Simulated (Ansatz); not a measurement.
# LaGaO3 (Pm-3m): following an unstable mode

Wanted: the energy along a soft mode of LaGaO3 (Pm-3m) and the structure at the end.

Program: Ansatz 0.2.0. Level of theory: DFT PBEsol, scalar-relativistic, plane waves, PAW; PAW set soft_1. Values are calculated unless marked as measured.

The raw output is cut from this account; settings, times and results stay.

### 1. Starting point

It takes space group Pm-3m (No. 221, cubic). The conventional cell has a = 3.865 Å, b = 3.865 Å, c = 3.865 Å, α = 90.00°, β = 90.00°, γ = 90.00°. Nearest to La lie 12 O at 2.73 Å. Nearest to Ga lie 6 O at 1.93 Å. O has 2 Ga at 1.93 Å and 4 La at 2.73 Å nearest. Farther neighbours, and contacts between anions beyond the nearest, are not listed.

### 2. Response at finite wavevector

Stability and thermal properties need the whole zone. Linear response on a 4×4×4 q mesh gives force constants as far as a supercell of that size would, and the tensors from the zone-centre run are typed in so that the long-range dipole term is interpolated apart.

Contents of input.yaml:

```yaml
crystal:
  lattice:
    - [3.8649841263, 0.0, 0.0]
    - [0.0, 3.8649841263, 0.0]
    - [0.0, 0.0, 3.8649841263]
  atoms:
    - { symbol: La, position: [0.5, 0.5, 0.5] }
    - { symbol: Ga, position: [0.0, 0.0, 0.0] }
    - { symbol: O, position: [0.0, 0.5, 0.0] }
    - { symbol: O, position: [0.0, 0.0, 0.5] }
    - { symbol: O, position: [0.5, 0.0, 0.0] }
kpoints:
  mp_grid: { grid: [8, 8, 8] }
hamiltonian:
  xc: pbesol
  pseudopotentials: { kind: paw, azcp: { folder: soft_1 }, xc_functional: pbe }
scf:
  occupations: { method: fixed }
output:
  eigenvalues: true
phonons:
  method: dfpt
  qmesh: [4, 4, 4]
  temperatures: { t_max: 1000, t_step: 50 }
  qpath:
    path:
      - [[0.0, 0.0, 0.0], [0.0, 0.5, 0.0], [0.5, 0.5, 0.0], [0.0, 0.0, 0.0], [0.5, 0.5, 0.5], [0.0, 0.5, 0.0]]
      - [[0.5, 0.5, 0.5], [0.5, 0.5, 0.0]]
    npoints: 10
  non_analytic_term:
    high_frequency_dielectric_tensor: [[5.2665, 0.0, 0.0], [0.0, 5.2665, 0.0], [0.0, 0.0, 5.2665]]
    born_effective_charges:
      - { species: La, tensor: [[4.4818, 0.0, 0.0], [0.0, 4.4818, 0.0], [0.0, 0.0, 4.4818]] }
      - { species: Ga, tensor: [[3.224, 0.0, 0.0], [0.0, 3.224, 0.0], [0.0, 0.0, 3.224]] }
      - { species: O, tensor: [[-2.4474, 0.0, 0.0], [0.0, -2.8111, 0.0], [0.0, 0.0, -2.4474]] }
      - { species: O, tensor: [[-2.4474, 0.0, 0.0], [0.0, -2.4474, 0.0], [0.0, 0.0, -2.8111]] }
      - { species: O, tensor: [[-2.8111, 0.0, 0.0], [0.0, -2.4474, 0.0], [0.0, 0.0, -2.4474]] }
    source: "zone-centre run at this cell"
```

Command:

```bash
ansatz run input.yaml --threads 4 --pin off --max-ram 10240MiB --backend cpu --events-out ev --progress --plain --runs-dir out
```

The job ended after 13 min (4 threads of Arm Neoverse V1, shared host; peak memory 2.3 GiB).

Numbers from this step:

| Quantity | Value |
| --- | --- |
| gap on the k-mesh | 3.347 eV |
| volume per atom | 11.55 Å³ |
| sum-rule residual before enforcement | 3.76e-5 eV/Å² |
| lowest frequency on the path | -213.0 cm⁻¹ |
| point group | m-3m |
| highest frequency on path, mesh or solved points | 789.6 cm⁻¹ |
| highest optical mode at the zone centre (no LO-TO term) | 653.7 cm⁻¹ |
| lowest optical zone-centre mode | 66.92 cm⁻¹ |
| lowest mode on the q mesh (acoustic modes at Γ apart) | -213.0 cm⁻¹ |

Frequencies (cm⁻¹) solved at each irreducible wavevector; negative means imaginary. Frequencies by wavevector, by row:

| q in reciprocal lattice units | star | mode 1 | mode 2 | mode 3 | mode 4 | mode 13 | mode 14 | mode 15 |
| --- | --- | --- | --- | --- | --- | --- | --- | --- |
| 0 0 0 | 1 | 0 | 0 | 0 | 66.9 | 653.7 | 653.7 | 653.7 |
| 0 0 0.25 | 6 | 49.5 | 49.5 | 111 | 111 | 653.5 | 653.5 | 703.4 |
| 0 0 -0.5 | 3 | 57.3 | 57.3 | 142 | 142 | 653.4 | 653.4 | 690.8 |
| 0 0.25 0.25 | 12 | 45.6 | 56.1 | 71.6 | 121.2 | 590.4 | 653.2 | 736.1 |
| 0 0.25 -0.5 | 12 | -54.5 | 59.3 | 78.3 | 120.6 | 558.2 | 652.9 | 739.6 |
| 0 -0.5 -0.5 | 3 | -175 | 59.6 | 73.2 | 73.2 | 491.1 | 652.4 | 752.2 |
| 0.25 0.25 0.25 | 8 | -53.9 | 60.4 | 60.4 | 86.5 | 588.4 | 588.4 | 762.1 |
| 0.25 0.25 -0.5 | 12 | -113.7 | 22.6 | 68 | 79.1 | 541.4 | 586.3 | 768.9 |
| 0.25 -0.5 -0.5 | 6 | -194.5 | -89.6 | -89.6 | 81.5 | 488.5 | 566.3 | 779.3 |
| -0.5 -0.5 -0.5 | 1 | -213 | -213 | -213 | 94.4 | 485.8 | 485.8 | 789.6 |

Interpolated from a 4×4×4 q mesh, with the LO-TO term (at Γ the limit along the path). The phonon branches at the labelled points (cm⁻¹):

| point | branch 1 | branch 2 | branch 3 | branch 4 | branch 12 | branch 13 | branch 14 | branch 15 |
| --- | --- | --- | --- | --- | --- | --- | --- | --- |
| Γ | 0 | 0 | 0 | 67 | 451 | 654 | 654 | 713 |
| halfway | 50 | 50 | 111 | 111 | 452 | 654 | 654 | 703 |
| X | 57 | 57 | 142 | 142 | 456 | 653 | 653 | 691 |
| halfway | -54 | 59 | 78 | 121 | 446 | 558 | 653 | 740 |
| M | -175 | 60 | 73 | 73 | 438 | 491 | 652 | 752 |
| halfway | 46 | 56 | 72 | 121 | 449 | 590 | 653 | 736 |
| Γ | 0 | 0 | 0 | 67 | 451 | 654 | 654 | 713 |
| halfway | -54 | 60 | 60 | 86 | 438 | 588 | 588 | 762 |
| R | -213 | -213 | -213 | 94 | 374 | 486 | 486 | 790 |
| halfway | -114 | 23 | 68 | 79 | 427 | 541 | 586 | 769 |
| X | 57 | 57 | 142 | 142 | 456 | 653 | 653 | 691 |
| jump to R | -213 | -213 | -213 | 94 | 374 | 486 | 486 | 790 |
| halfway | -194 | -90 | -90 | 82 | 409 | 488 | 566 | 779 |
| M | -175 | 60 | 73 | 73 | 438 | 491 | 652 | 752 |

Symmetry leaves 10 wavevectors to solve. The lowest mode among them, the acoustic zeros apart, lies at q = (-0.5, -0.5, -0.5) and is imaginary, 213.0i cm⁻¹, so the energy falls along it.

### 3. The mode frozen in, largest atomic shift 0 Å

The mode followed lies at q = (0, -0.5, -0.5) with frequency 175.0i cm⁻¹, one of the unstable modes though not the softest. At small amplitude the pattern taken leaves space group no. 127 by a symmetry search on the positions. The undistorted cell that holds it gives the zero of energy on the same k mesh.

System of this step: LaGaO3. Symmetry: Pm-3m, No. 221, cubic system. Conventional cell: a = 3.865 Å, b = 3.865 Å, c = 3.865 Å, α = 90.00°, β = 90.00°, γ = 90.00°. Nearest to La lie 12 O at 2.73 Å. Nearest to Ga lie 6 O at 1.93 Å. Nearest to O lie 2 Ga at 1.93 Å and 4 La at 2.73 Å. Nearest to O lie 2 Ga at 1.93 Å and 4 La at 2.73 Å. Farther neighbours, and contacts between anions beyond the nearest, are not listed.

Contents of input.yaml:

```yaml
crystal:
  lattice:
    - [-3.8649841263, 0.0, 0.0]
    - [0.0, -3.8649841263, -3.8649841263]
    - [0.0, -3.8649841263, 3.8649841263]
  atoms:
    - { symbol: La, position: [0.5, 0.0, 0.5] }
    - { symbol: La, position: [0.5, 0.5, 0.0] }
    - { symbol: Ga, position: [0.0, 0.5, 0.5] }
    - { symbol: Ga, position: [0.0, 0.0, 0.0] }
    - { symbol: O, position: [0.0, 0.25, 0.25] }
    - { symbol: O, position: [0.0, 0.75, 0.75] }
    - { symbol: O, position: [0.0, 0.25, 0.75] }
    - { symbol: O, position: [0.0, 0.75, 0.25] }
    - { symbol: O, position: [0.5, 0.5, 0.5] }
    - { symbol: O, position: [0.5, 0.0, 0.0] }
kpoints:
  mp_grid: { grid: [6, 4, 4] }
hamiltonian:
  xc: pbesol
  pseudopotentials: { kind: paw, azcp: { folder: soft_1 }, xc_functional: pbe }
scf:
  occupations: { method: gaussian, width: 0.02 }
output:
  forces: true
  stress: true
  eigenvalues: true
```

It took 3.4 s on 4 threads; peak memory 0.54 GiB; 12 s of CPU time.

Numbers from this step:

| Quantity | Value |
| --- | --- |
| pressure | -2.47e-4 GPa |
| energy from the undistorted cell | 0 meV/atom |

At this level the gap is 3.35 eV on the k-mesh of the self-consistent run, which can miss the band edges.

### 4. The mode frozen in, largest atomic shift 0.32 Å

The atoms are moved along the unstable eigenvector, the largest shift by 0.32 Å, with the cell fixed.

input.yaml, the sections that differ from step 3:

```yaml
crystal:
  lattice:
    - [-3.8649841263, 0.0, 0.0]
    - [0.0, -3.8649841263, -3.8649841263]
    - [0.0, -3.8649841263, 3.8649841263]
  atoms:
    - { symbol: La, position: [0.5, 0.0, 0.5] }
    - { symbol: La, position: [0.5, 0.5, 0.0] }
    - { symbol: Ga, position: [0.0, 0.5, 0.5] }
    - { symbol: Ga, position: [0.0, 0.0, 0.0] }
    - { symbol: O, position: [0.0, 0.291397324, 0.208602676] }
    - { symbol: O, position: [0.0, 0.708602676, 0.791397324] }
    - { symbol: O, position: [0.0, 0.208602676, 0.708602676] }
    - { symbol: O, position: [0.0, 0.791397324, 0.291397324] }
    - { symbol: O, position: [0.5, 0.5, 0.5] }
    - { symbol: O, position: [0.5, 0.0, 0.0] }
# kpoints, hamiltonian, scf, output: as in step 3
```

Run time: 3.5 s. Hardware: 4 threads; peak memory 0.55 GiB.

A gap read on the k-mesh alone can miss the band edges.

Read from the output:

```
pressure                         : 1.407 GPa
gap on the k-mesh                : 3.470 eV
energy from the undistorted cell : -20.49 meV/atom
```

The energy, extrapolated to zero smearing, is -20.49 meV/atom against the undistorted cell.

### 5. Energy along the mode, all amplitudes (two of the runs are shown above)

An imaginary frequency means negative curvature, so the energy should fall and then rise again as anharmonic terms take over.

Numbers from this step:

* depth at the lowest point sampled: 20.49 meV/atom
* largest atomic shift at that point: 0.32 Å

Table of energy from the parent by largest atomic shift:

| largest atomic shift (Å) | energy from the parent (meV/atom) |
| --- | --- |
| 0.000 | 0 |
| 0.040 | -0.574 |
| 0.080 | -2.24 |
| 0.140 | -6.40 |
| 0.220 | -13.5 |
| 0.320 | -20.5 |
| 0.450 | -14.2 |
| 0.600 | 40.5 |

Displacement at unit largest shift by atom:

| atom | x (Å) | y (Å) | z (Å) | size |
| --- | --- | --- | --- | --- |
| La1 | 0.00 | 0.00 | 0.00 | 0.00 |
| La2 | 0.00 | 0.00 | 0.00 | 0.00 |
| Ga3 | 0.00 | 0.00 | 0.00 | 0.00 |
| Ga4 | 0.00 | 0.00 | 0.00 | 0.00 |
| O5 | 0.00 | 0.00 | -1.00 | 1.00 |
| O6 | 0.00 | 0.00 | 1.00 | 1.00 |
| O7 | 0.00 | 1.00 | 0.00 | 1.00 |
| O8 | 0.00 | -1.00 | 0.00 | 1.00 |
| O9 | 0.00 | 0.00 | 0.00 | 0.00 |
| O10 | 0.00 | 0.00 | 0.00 | 0.00 |

The lowest step is at 0.32 Å, 20.5 meV/atom below the parent, and the energy rises beyond it.

### 6. Relaxing from the distorted cell

Starting from the lowest point found, all atoms and the cell are let go, so that strain and other modes of the same symmetry can join in.

Edit input.yaml of step 4 so:

```diff
@@ -22,3 +22,3 @@
 scf:
-  occupations: { method: gaussian, width: 0.02 }
+  occupations: { method: fixed }
 output:
@@ -27 +27,6 @@
   eigenvalues: true
+relax:
+  adjacent_minimum: "off"
+  f_tol: 0.002
+  max_steps: 120
+  cell: { stress_tol: 0.03 }
```

Wall time 25 s (4 threads); peak memory 0.57 GiB.

Relaxation path:

| step | energy less that of the first step (eV) | largest force component (eV/Å) | pressure (GPa) | volume (Å³) |
| --- | --- | --- | --- | --- |
| 1 | 0.0000 | 0.0922 | 1.41 | 115.47 |
| 2 | -0.0171 | 0.0754 | 0.54 | 115.99 |
| 3 | -0.0287 | 0.0561 | 0.90 | 115.92 |
| 4 | -0.0299 | 0.0043 | -0.36 | 116.60 |
| 5 | -0.0307 | 0.0011 | -0.01 | 116.39 |
| 6* | -0.0336 | 0.0011 | 0.04 | 116.39 |
| 7 | -0.0336 | 0.0002 | 0.00 | 116.41 |
| 8* | -0.0336 | 0.0002 | 0.00 | 116.41 |

Relaxation steps marked * repeat the geometry before them on a plane-wave basis chosen anew for their cell, so energy and pressure can jump there.

The run keeps the 16 symmetry operations that the program found, so distortions that break them were not tested.

| cell as run | before | after | change |
| --- | --- | --- | --- |
| a (Å) | 3.865 | 3.933 | +1.8 % |
| b (Å) | 5.466 | 5.440 | -0.5 % |
| c (Å) | 5.466 | 5.440 | -0.5 % |
| volume (Å³/atom) | 11.55 | 11.64 | +0.8 % |

The atoms that moved most (Å, as changes of fractional coordinates times the final cell):

| atom | dx | dy | dz | length |
| --- | --- | --- | --- | --- |
| O7 | 0.000 | 0.058 | 0.000 | 0.058 |
| O8 | 0.000 | -0.058 | 0.000 | 0.058 |
| O5 | 0.000 | 0.000 | -0.058 | 0.058 |
| O6 | 0.000 | 0.000 | 0.058 | 0.058 |

Read from the output:

* pressure: 5.38e-4 GPa
* gap on the k-mesh: 3.328 eV
* volume per atom: 11.64 Å³

The distorted start has space group P4/mbm; the relaxation ends in P4/mbm.

### 7. The new phase in its own primitive cell

The relaxed structure is symmetrised, reduced to its primitive cell and relaxed tightly, as its phonons need.

Contents of input.yaml:

```yaml
crystal:
  lattice:
    - [5.4403057065, 0.0, 0.0]
    - [0.0, 5.4403057065, 0.0]
    - [0.0, 0.0, 3.9331250959]
  atoms:
    - { symbol: La, position: [0.0, 0.5, 0.5] }
    - { symbol: La, position: [0.5, 0.0, 0.5] }
    - { symbol: Ga, position: [0.5, 0.5, 0.0] }
    - { symbol: Ga, position: [0.0, 0.0, 0.0] }
    - { symbol: O, position: [0.2989213429, 0.2010786571, 0.0] }
    - { symbol: O, position: [0.7010786571, 0.7989213429, 0.0] }
    - { symbol: O, position: [0.2010786571, 0.7010786571, 0.0] }
    - { symbol: O, position: [0.7989213429, 0.2989213429, 0.0] }
    - { symbol: O, position: [0.5, 0.5, 0.5] }
    - { symbol: O, position: [0.0, 0.0, 0.5] }
kpoints:
  mp_grid: { grid: [4, 4, 6] }
hamiltonian:
  xc: pbesol
  pseudopotentials: { kind: paw, azcp: { folder: soft_1 }, xc_functional: pbe }
scf:
  occupations: { method: fixed }
output:
  forces: true
  stress: true
  eigenvalues: true
relax:
  adjacent_minimum: "off"
  f_tol: 0.001
  max_steps: 60
  cell: { stress_tol: 0.01 }
```

Wall time 7.8 s (4 threads); peak memory 0.56 GiB.

Little changed from the start: no atom moved by 0.005 Å and no cell edge by 0.1 %.

Read from the output:

```yaml
pressure: 5.35e-4 GPa
direct_gap_on_mesh: 3.566 eV
```

The largest force component left is 0.12 meV/Å and the pressure is 0.001 GPa, within the tolerances set. The cell now holds 11.64 Å³/atom.

### 8. The phases reached

The phases reached along the modes that were followed are set side by side.

Energies are those of the first relaxation, on the mesh of the frozen mode; space group, volume and gap are those of the last relaxation. Phases, by row:

| mode frozen in | space group | energy from parent (meV/atom) | volume (Å³/atom) | gap on mesh (eV) | lowest zone-centre optical mode (cm⁻¹) | largest shift (Å) |
| --- | --- | --- | --- | --- | --- | --- |
| parent | Pm-3m | 0 | 11.55 | 3.347 | – | – |
| q = (-0.5, -0.5, -0.5), 213i cm⁻¹ | I4/mcm | -43.07 | 11.63 | 3.454 | -98.5 | 0.419 |
| q = (-0.5, -0.5, -0.5), 213i cm⁻¹ | R-3c | -48.38 | 11.69 | 3.703 | -13.5 | 0.361 |
| q = (-0.5, -0.5, -0.5), 213i cm⁻¹ | Imma | -49.09 | 11.69 | 3.477 | 82.3 | 0.43 |
| q = (0, -0.5, -0.5), 175i cm⁻¹ | P4/mbm | -23.85 | 11.64 | 3.328 | – | 0.376 |

### 9. Results

| Property | Result |
| --- | --- |
| unstable mode of the parent | q = (0, -0.5, -0.5), 175i cm⁻¹ |
| depth at the lowest point sampled | 20.5 meV/atom |
| largest atomic shift at that point | 0.32 Å |
| space group reached | P4/mbm |
| energy gained over the parent (first relaxation, on the mesh of the frozen mode) | 23.9 meV/atom |
| volume per atom, phase reached | 11.6 Å³ |
| gap on the k-mesh, phase reached | 3.33 eV |

**Reading.** Along this mode the structure falls into P4/mbm, 23.9 meV/atom below the parent. At the parent's cell the well is 20.49 meV/atom deep on the steps tried, with its lowest point at a shift of 0.32 Å. Relaxing atoms and cell changes the gain by +3.36 meV/atom against the lowest step (energies at zero smearing). The modes of the phase reached were not computed. Of the 4 patterns followed from this parent, this one ends 25.2 meV/atom above the lowest, Imma. Each path keeps the symmetry of its pattern, so a lower phase may lie along a pattern not tried. Spin-orbit coupling is left out, which can matter for the heavy elements here. The PAW files were made for PBE and serve the other functionals too.

[Long decimals in the printed logs are rounded to 6 places.]

[Logs are printed without paths, hosts, clocks, repeated set-up lines and the standing remarks that a program may print on its own settings, such as how far it seeks lower states.]

[Hosts, paths, dates, database ids (printed as entryN), source tags and the programs' standing remarks are cut or masked in the printed files.]

[Where the starting crystal was built by hand or by swapping elements, it need not be the compound's stable phase.]
